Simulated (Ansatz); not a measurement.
# NaGeCl3 (built on the sites of a database entry of CsGeBr3): following an unstable mode, part 2 of 2

Aim: this structure of NaGeCl3 (built on the sites of a database entry of CsGeBr3) is to be tested for unstable modes, and one is followed downhill.

Ansatz 0.2.0; DFT PBEsol, scalar-relativistic, plane waves, PAW.

So far, highest frequency on the path or at a solved wavevector (cm⁻¹): step 2 (the dispersion) 270. Also lowest frequency on the path (cm⁻¹): step 2 -90.6.

The structure was built from a prototype and need not be the compound's stable phase.

**6. Relaxing from the distorted cell**

Starting from the lowest point found, all atoms and the cell are let go, so that strain and other modes of the same symmetry can join in.

Input file input.yaml:

```yaml
crystal:
  lattice:
    - [5.1317724219, 5.1317724219, 0.0]
    - [5.1317724219, 0.0, 5.1317724219]
    - [5.1317724219, 0.0, -5.1317724219]
  atoms:
    - { symbol: Na, position: [0.0826739835, -0.0826739835, 0.0] }
    - { symbol: Na, position: [-0.0826739835, 0.5826739835, 0.5] }
    - { symbol: Ge, position: [0.5, 0.25, 0.75] }
    - { symbol: Ge, position: [0.5, 0.75, 0.25] }
    - { symbol: Cl, position: [0.5, -0.0080137557, -0.0080137557] }
    - { symbol: Cl, position: [0.5, 0.5080137557, 0.5080137557] }
    - { symbol: Cl, position: [0.0, 0.5080137557, 0.0080137557] }
    - { symbol: Cl, position: [0.0, -0.0080137557, 0.4919862443] }
    - { symbol: Cl, position: [0.5160275113, -0.0160275113, 0.5] }
    - { symbol: Cl, position: [0.4839724887, 0.5160275113, 0.0] }
kpoints:
  mp_grid: { grid: [6, 6, 6] }
hamiltonian:
  xc: pbesol
scf:
  occupations: { method: fixed }
output:
  forces: true
  stress: true
  eigenvalues: true
relax:
  adjacent_minimum: "off"
  f_tol: 0.002
  max_steps: 120
  cell: { stress_tol: 0.03 }
```

Command:

```bash
$ ansatz run input.yaml --threads 8 --pin off --max-ram 14336MiB --backend cpu --events-out ev --progress --plain --runs-dir out
```

Numbers of over 12 decimals in the logs are rounded to 6 here.

Log:

```text
[...]
Crystal: 10 atoms, lattice volume = 270.291 Å³
Basis set: ecut = 420 eV, 5209 PW (Γ), exchange–correlation on 100×100×100 points (8 copies of the dense FFT grid, shifted against one another)
Bands: 54, of which v1, the nominal top of the filled ones, is band 44 counted from 1 (43 counted from 0)
Symmetry: 8 space group operations
[...]
k-points: 46 of 216
[...]
SCF iter   1: F=—  HF=-17834.497001 eV  |F-HF|=—  |Δ(HF+E_count)|=         —  Δρ=2.78e-3  dr2=2.93e-2  ethr=1.77e-3  ⟨swp⟩=4.8  Hψ=8054  notcnv=0  defer=328
[...]
SCF iter   7: F=-17834.481446 eV  HF=-17834.481446 eV  |F-HF|=7.17e-8  |Δ(HF+E_count)|=   8.59e-7  Δρ=4.30e-6  dr2=4.60e-8  ethr=1.14e-10  ⟨swp⟩=13.2  Hψ=15342  notcnv=0
the search or the solves at the SCF's close seem to have found levels that the self-consistency loop had missed (the run counts 1). By its estimate they hold under 1e-12 electrons; where the run keeps them, the occupations were computed again with them
SCF 1 converged in 7 iterations: F = -17834.481446 eV  dr2 = 4.60e-8
[...]
relax step   1: F+E_penalty+E_count = -17834.48144631 eV  Δ(F+E_penalty+E_count) = +0.000e0 eV  max|allowed force component| = 1.281e-1 eV/Å  Δτ_max = 0.0000 Å  P = +0.330 GPa  Ω = 270.291 Å³  (7 SCF iters, dr2 threshold 1.00e-7 eV, accepted)
Crystal: 10 atoms, lattice volume = 275.532 Å³
Basis set: ecut = 420 eV, 5393 PW (Γ), exchange–correlation on 100×100×100 points (8 copies of the dense FFT grid, shifted against one another)
[...]
iter 1 solved again at ethr=2.16e-4 eV; its pass at ethr=3.10e-3 eV (dr2=1.90e-1 eV) is discarded
[...]
SCF iter   7: F=-17834.531026 eV  HF=-17834.531025 eV  |F-HF|=1.26e-6  |Δ(HF+E_count)|=   6.14e-6  Δρ=9.02e-6  dr2=2.86e-7  ethr=1.14e-9  ⟨swp⟩=12.6  Hψ=13308  notcnv=0
SCF 2 converged in 7 iterations: F = -17834.531026 eV  dr2 = 2.86e-7
relax step   2: F+E_penalty+E_count = -17834.53102642 eV  Δ(F+E_penalty+E_count) = -4.958e-2 eV  max|allowed force component| = 1.550e-1 eV/Å  Δτ_max = 0.1443 Å  P = -0.195 GPa  Ω = 275.532 Å³  energy of the carried Pulay correction = -1.916e-4 eV  (7 SCF iters, dr2 threshold 1.00e-6 eV, accepted)
Crystal: 10 atoms, lattice volume = 278.407 Å³
Basis set: ecut = 420 eV, 5437 PW (Γ), exchange–correlation on 100×100×100 points (8 copies of the dense FFT grid, shifted against one another)
[...]
SCF iter   7: F=-17834.621911 eV  HF=-17834.621911 eV  |F-HF|=4.33e-7  |Δ(HF+E_count)|=   3.15e-6  Δρ=7.60e-6  dr2=2.89e-7  ethr=1.14e-9  ⟨swp⟩=13.1  Hψ=13059  notcnv=0
SCF 3 converged in 7 iterations: F = -17834.621911 eV  dr2 = 2.89e-7
relax step   3: F+E_penalty+E_count = -17834.62191130 eV  Δ(F+E_penalty+E_count) = -9.088e-2 eV  max|allowed force component| = 1.769e-1 eV/Å  Δτ_max = 0.1957 Å  P = -0.213 GPa  Ω = 278.407 Å³  energy of the carried Pulay correction = -2.952e-4 eV  (7 SCF iters, dr2 threshold 1.00e-6 eV, accepted)
[... from here on, the SCF cycles and remarks between the steps are left out ...]
relax step   4: F+E_penalty+E_count = -17834.73769622 eV  Δ(F+E_penalty+E_count) = -1.158e-1 eV  max|allowed force component| = 1.474e-1 eV/Å  Δτ_max = 0.1956 Å  P = -0.077 GPa  Ω = 280.094 Å³  energy of the carried Pulay correction = -3.555e-4 eV  (7 SCF iters, dr2 threshold 1.00e-6 eV, accepted)
relax step   5: F+E_penalty+E_count = -17834.82938325 eV  Δ(F+E_penalty+E_count) = -9.169e-2 eV  max|allowed force component| = 1.003e-1 eV/Å  Δτ_max = 0.1946 Å  P = -0.091 GPa  Ω = 280.751 Å³  energy of the carried Pulay correction = -3.788e-4 eV  (7 SCF iters, dr2 threshold 1.00e-6 eV, accepted)
relax step   6: F+E_penalty+E_count = -17834.87373176 eV  Δ(F+E_penalty+E_count) = -4.435e-2 eV  max|allowed force component| = 7.922e-2 eV/Å  Δτ_max = 0.1379 Å  P = +0.618 GPa  Ω = 269.835 Å³  energy of the carried Pulay correction = +1.686e-5 eV  (7 SCF iters, dr2 threshold 6.29e-7 eV, accepted)
relax step   7: F+E_penalty+E_count = -17834.89867671 eV  Δ(F+E_penalty+E_count) = -2.494e-2 eV  max|allowed force component| = 4.592e-2 eV/Å  Δτ_max = 0.0906 Å  P = +0.247 GPa  Ω = 271.135 Å³  energy of the carried Pulay correction = -3.109e-5 eV  (6 SCF iters, dr2 threshold 1.00e-6 eV, accepted)
relax step   8: F+E_penalty+E_count = -17834.91296997 eV  Δ(F+E_penalty+E_count) = -1.429e-2 eV  max|allowed force component| = 3.276e-2 eV/Å  Δτ_max = 0.1082 Å  P = -0.195 GPa  Ω = 271.359 Å³  energy of the carried Pulay correction = -3.935e-5 eV  (7 SCF iters, dr2 threshold 3.09e-7 eV, accepted)
relax step   9: F+E_penalty+E_count = -17834.93398248 eV  Δ(F+E_penalty+E_count) = -2.101e-2 eV  max|allowed force component| = 5.637e-2 eV/Å  Δτ_max = 0.1576 Å  P = -0.286 GPa  Ω = 266.913 Å³  energy of the carried Pulay correction = +1.255e-4 eV  (8 SCF iters, dr2 threshold 1.51e-7 eV, accepted)
relax step  10: F+E_penalty+E_count = -17835.00135768 eV  Δ(F+E_penalty+E_count) = -6.738e-2 eV  max|allowed force component| = 1.169e-1 eV/Å  Δτ_max = 0.1911 Å  P = -0.500 GPa  Ω = 260.285 Å³  energy of the carried Pulay correction = +3.764e-4 eV  (7 SCF iters, dr2 threshold 5.65e-7 eV, accepted)
relax step  11: F+E_penalty+E_count = -17835.12894360 eV  Δ(F+E_penalty+E_count) = -1.276e-1 eV  max|allowed force component| = 1.187e-1 eV/Å  Δτ_max = 0.2000 Å  P = -0.306 GPa  Ω = 252.848 Å³  energy of the carried Pulay correction = +6.655e-4 eV  (7 SCF iters, dr2 threshold 1.00e-6 eV, accepted)
relax step  12: F+E_penalty+E_count = -17835.16187569 eV  Δ(F+E_penalty+E_count) = -3.293e-2 eV  max|allowed force component| = 1.338e-1 eV/Å  Δτ_max = 0.1967 Å  P = +0.123 GPa  Ω = 246.951 Å³  energy of the carried Pulay correction = +9.007e-4 eV  (7 SCF iters, dr2 threshold 8.81e-7 eV, accepted)
relax step  13: F+E_penalty+E_count = -17835.18296538 eV  Δ(F+E_penalty+E_count) = -2.109e-2 eV  max|allowed force component| = 1.416e-2 eV/Å  Δτ_max = 0.0734 Å  P = -0.023 GPa  Ω = 248.447 Å³  energy of the carried Pulay correction = +8.405e-4 eV  (6 SCF iters, dr2 threshold 1.00e-6 eV, accepted)
relax step  14: F+E_penalty+E_count = -17835.18437024 eV  Δ(F+E_penalty+E_count) = -1.405e-3 eV  max|allowed force component| = 7.510e-3 eV/Å  Δτ_max = 0.0329 Å  P = +0.014 GPa  Ω = 248.098 Å³  energy of the carried Pulay correction = +8.545e-4 eV  (6 SCF iters, dr2 threshold 6.18e-8 eV, accepted)
relax step  15: F+E_penalty+E_count = -17835.18439170 eV  Δ(F+E_penalty+E_count) = -2.146e-5 eV  max|allowed force component| = 1.213e-2 eV/Å  Δτ_max = 0.0102 Å  P = -0.014 GPa  Ω = 248.349 Å³  energy of the carried Pulay correction = +8.444e-4 eV  (6 SCF iters, dr2 threshold 4.76e-9 eV, accepted)
relax step  16: F+E_penalty+E_count = -17835.18454994 eV  Δ(F+E_penalty+E_count) = -1.582e-4 eV  max|allowed force component| = 6.212e-4 eV/Å  Δτ_max = 0.0046 Å  P = +0.002 GPa  Ω = 248.229 Å³  energy of the carried Pulay correction = +8.493e-4 eV  (6 SCF iters, dr2 threshold 9.19e-9 eV, accepted)
Basis set: ecut = 420 eV, 4855 PW (Γ), exchange–correlation on 96×96×96 points (8 copies of the dense FFT grid, shifted against one another)
[...]
SCF iter   6: F=-17835.183585 eV  HF=-17835.183585 eV  |F-HF|=4.37e-10  |Δ(HF+E_count)|=   3.30e-9  Δρ=1.05e-7  dr2=3.01e-11  ethr=1.00e-12  ⟨swp⟩=12.5  Hψ=13198  notcnv=0
SCF 17 converged in 6 iterations: F = -17835.183585 eV  dr2 = 3.01e-11
relax step  17: F+E_penalty+E_count = -17835.18358532 eV  Δ(F+E_penalty+E_count) = +9.646e-4 eV  max|allowed force component| = 6.290e-4 eV/Å  Δτ_max = 0.0000 Å  P = +0.004 GPa  Ω = 248.229 Å³  stress off target by 7.45e-3 GPa  SCF on the basis re-selected at this cell (its energy is not comparable with the rows above)  (6 SCF iters)
basis re-selected at this cell: Δ(F+E_penalty+E_count) = +9.646e-4 eV, ΔP = +0.002 GPa vs the last step (what re-selecting the basis moved, of the pressure what is left beyond the Pulay correction that the steps carried, after the strain that the cell walked since its last selection, with what the two solves' SCF thresholds leave and, on support functions, any second-order correction that the steps lacked; it is no measure of the basis error at this ecutwfc). The dense FFT grid was sized anew with the basis: this SCF ran on 48×48×48 points, the steps before it on 50×50×50, so part of this shift can come from that change (see relax.cell in the input reference). [rest of the remark cut]
SCF converged after 6 iterations
Free energy (F): -17835.183585 eV
[...]
Internal energy: -17835.183585 eV  (E = F + TS)
E sigma→0 (E₀):  -17835.183585 eV
Fermi energy:    4.124324 eV
[...]
--- Forces (eV/Å), atoms counted from 1 ---
  atom   1  Na     0.00000000     0.00006996    -0.00006996
  atom   2  Na     0.00000000    -0.00006996     0.00006996
  atom   3  Ge     0.00000000     0.00000000     0.00000000
  atom   4  Ge     0.00000000     0.00000000     0.00000000
  atom   5  Cl     0.00009613     0.00000000     0.00000000
  atom   6  Cl    -0.00009613     0.00000000     0.00000000
  atom   7  Cl    -0.00009613     0.00000000    -0.00000000
  atom   8  Cl     0.00009613     0.00000000     0.00000000
  atom   9  Cl     0.00000000    -0.00062904     0.00062904
  atom  10  Cl     0.00000000     0.00062904    -0.00062904
  max |Σ_I F_I| component: 5.20e-18 eV/Å
--- Stress (GPa, compression-positive) ---
        0.003990      -0.000000       0.000000
       -0.000000       0.004240      -0.003208
        0.000000      -0.003208       0.004240
  P = ⅓ Tr σ = 0.0042 GPa (0.042 kbar)
--- Band table (eV; the first three rows and the last of 46) ---
  k-point 0: bands = [... 40 lower, 1.4609, 1.6514, 1.7277, 4.1243, 5.3941, 5.7154, 5.9940, 7.2502, ... 6 higher]
  k-point 1: bands = [... 40 lower, 1.4086, 1.6384, 1.9052, 3.7459, 5.6966, 5.9612, 6.2913, 7.4397, ... 6 higher]
  k-point 2: bands = [... 40 lower, 1.4877, 1.5892, 2.1288, 3.0575, 6.4536, 6.5086, 6.9000, 7.7647, ... 6 higher]
  k-point 45: bands = [... 40 lower, 1.2448, 1.6771, 2.0197, 3.0164, 5.5271, 6.2591, 6.3188, 8.1685, ... 6 higher]
--- Relaxed structure (16 steps of the walk, 16 accepted, 1 SCFs on fresh bases) ---
  F+E_penalty+E_count = -17835.18358532 eV   max|allowed force component| = 6.290e-4 eV/Å   (the final SCF, on the basis selected at the relaxed cell)
  cell:  # Å, volume = 248.2285 Å³
    - [4.934742, 5.017453, 0.153995]
    - [4.934742, 0.153995, 5.017453]
    - [4.934742, -0.153995, -5.017453]
  atoms:
    - { symbol: Na, position: [0.046915, -0.046915, 0.0] }
    - { symbol: Na, position: [-0.046915, 0.546915, 0.500000] }
    - { symbol: Ge, position: [0.500000, 0.250000, 0.75] }
    - { symbol: Ge, position: [0.5, 0.75, 0.250000] }
    - { symbol: Cl, position: [0.500000, -0.072675, -0.072675] }
    - { symbol: Cl, position: [0.500000, 0.572675, 0.572675] }
    - { symbol: Cl, position: [0.0, 0.572675, 0.072675] }
    - { symbol: Cl, position: [0.0, -0.072675, 0.427325] }
    - { symbol: Cl, position: [0.355741, 0.144259, 0.500000] }
    - { symbol: Cl, position: [0.644259, 0.355741, 0.0] }
```

It took 2.8 min on 8 threads of Arm Neoverse N1, shared host; peak memory 1.3 GiB; 22 min of CPU time.

Relaxation path:

```tsv
step	energy less that of the first step (eV)	largest force component (eV/Å)	pressure (GPa)	volume (Å³)
1	0.0000	0.1281	0.33	270.29
2	-0.0496	0.1550	-0.20	275.53
3	-0.1405	0.1769	-0.21	278.41
4	-0.2562	0.1474	-0.08	280.09
5	-0.3479	0.1003	-0.09	280.75
6	-0.3923	0.0792	0.62	269.84
7	-0.4172	0.0459	0.25	271.13
8	-0.4315	0.0328	-0.19	271.36
9	-0.4525	0.0564	-0.29	266.91
10	-0.5199	0.1169	-0.50	260.28
11	-0.6475	0.1187	-0.31	252.85
12	-0.6804	0.1338	0.12	246.95
13	-0.7015	0.0142	-0.02	248.45
14	-0.7029	0.0075	0.01	248.10
15	-0.7029	0.0121	-0.01	248.35
16	-0.7031	0.0006	0.00	248.23
17*	-0.7021	0.0006	0.00	248.23
```

Relaxation steps marked * repeat the geometry before them on a plane-wave basis chosen anew for their cell, so energy and pressure can jump there.

The run keeps the 8 symmetry operations that it works with, so distortions that break them were not tested.

```tsv
conventional cell, symmetrised	before	after	change
a (Å)	7.257	7.314	+0.8 %
b (Å)	10.264	9.869	-3.8 %
c (Å)	7.257	6.878	-5.2 %
volume (Å³/atom)	27.03	24.82	-8.2 %
```

The atoms that moved most (Å, as changes of fractional coordinates times the final cell):

```tsv
atom	dx	dy	dz	length
Cl9	0.000	-0.780	0.780	1.102
Cl10	0.000	0.780	-0.780	1.102
Cl5	-0.638	0.000	0.000	0.638
Cl8	-0.638	0.000	0.000	0.638
Cl7	0.638	0.000	0.000	0.638
Cl6	0.638	0.000	0.000	0.638
Na2	0.000	0.174	-0.174	0.246
Na1	0.000	-0.174	0.174	0.246
```

Final coordinates:

```
Na Ge Cl
1.0
     4.93474    5.01745    0.15399
     4.93474    0.15399    5.01745
     4.93474   -0.15399   -5.01745
Na Ge Cl
2 2 6
Direct
  0.04692 0.95308 0.00000
  0.95308 0.54692 0.50000
  0.50000 0.25000 0.75000
  0.50000 0.75000 0.25000
  0.50000 0.92732 0.92732
  0.50000 0.57268 0.57268
  0.00000 0.57268 0.07268
  0.00000 0.92732 0.42732
  0.35574 0.14426 0.50000
  0.64426 0.35574 0.00000
```

Numbers from this step:

| Quantity | Value |
| --- | --- |
| pressure | 0.004157 GPa |
| gap on the k-mesh | 1.270 eV |
| volume per atom | 24.82 Å³ |

The distorted start has space group Imma; the relaxation ends in Imma.

**7. The phases reached**

The phases reached along the modes that were followed are set side by side.

Energies are those of the first relaxation, on the mesh of the frozen mode; space group, volume and gap are those of the last relaxation. Phases, by row:

```tsv
mode frozen in	space group	energy from parent (meV/atom)	volume (Å³/atom)	gap on mesh (eV)	lowest zone-centre optical mode (cm⁻¹)	largest shift (Å)
parent	Pm-3m	0	27.03	0.361	–	–
q = (0, 0, 0), 91i cm⁻¹	P4mm	-56.91	30.4	1.092	-82.5	1.362
q = (0, 0, 0), 91i cm⁻¹	R3m	-52.92	30.5	1.457	-18.1	1.249
q = (0, 0, 0), 91i cm⁻¹	Amm2	-60.49	30.43	1.439	-58.5	1.387
q = (-0.5, -0.5, -0.5), 84i cm⁻¹	I4/mmm	-26.72	27.8	0.732	–	0.902
q = (-0.5, -0.5, -0.5), 84i cm⁻¹	R-3m	-30.9	27.95	0.698	–	1.038
q = (-0.5, -0.5, -0.5), 84i cm⁻¹	Imma	-88.3	24.82	1.27	–	0.992
```

**8. What came out**

```
unstable mode of the parent                                                      : q = (-0.5, -0.5, -0.5), 84i cm⁻¹
depth at the lowest point sampled                                                : 18.1 meV/atom
largest atomic shift at that point                                               : 0.6 Å
space group reached (within 0.01 Å)                                              : Imma
energy gained over the parent (first relaxation, on the mesh of the frozen mode) : 88.3 meV/atom
volume per atom, phase reached                                                   : 24.8 Å³
gap on the k-mesh, phase reached                                                 : 1.27 eV
```

From this start the structure relaxes into Imma, 88.3 meV/atom below the parent. At the parent's cell the well is 18.09 meV/atom deep on the steps tried, with its lowest point at a shift of 0.6 Å. That is the last step tried, so the steps alone don't bracket the bottom of the well. Relaxing atoms and cell changes the gain by +70.21 meV/atom against the lowest step (energies at zero smearing). Most of the total comes from this relaxation. The frozen pattern makes up only 5 % of the final shifts of the atoms, so other modes or strain give most of the change. The modes of the phase reached were not computed on this path. Of the 6 patterns followed to their end from this parent, this one reaches the lowest energy. Each path keeps the symmetry of its pattern, so a lower phase may lie along a pattern not tried. The starting cell was built on a prototype and not taken from a measurement, so the phase need not exist.

[Logs are printed without paths, hosts, clocks, repeated set-up lines and the standing remarks that a program may print on its own settings, such as how far it seeks lower states.]

[Hosts, paths, dates, database ids (printed as entryN), source tags and the programs' standing remarks are cut or masked in the printed files.]
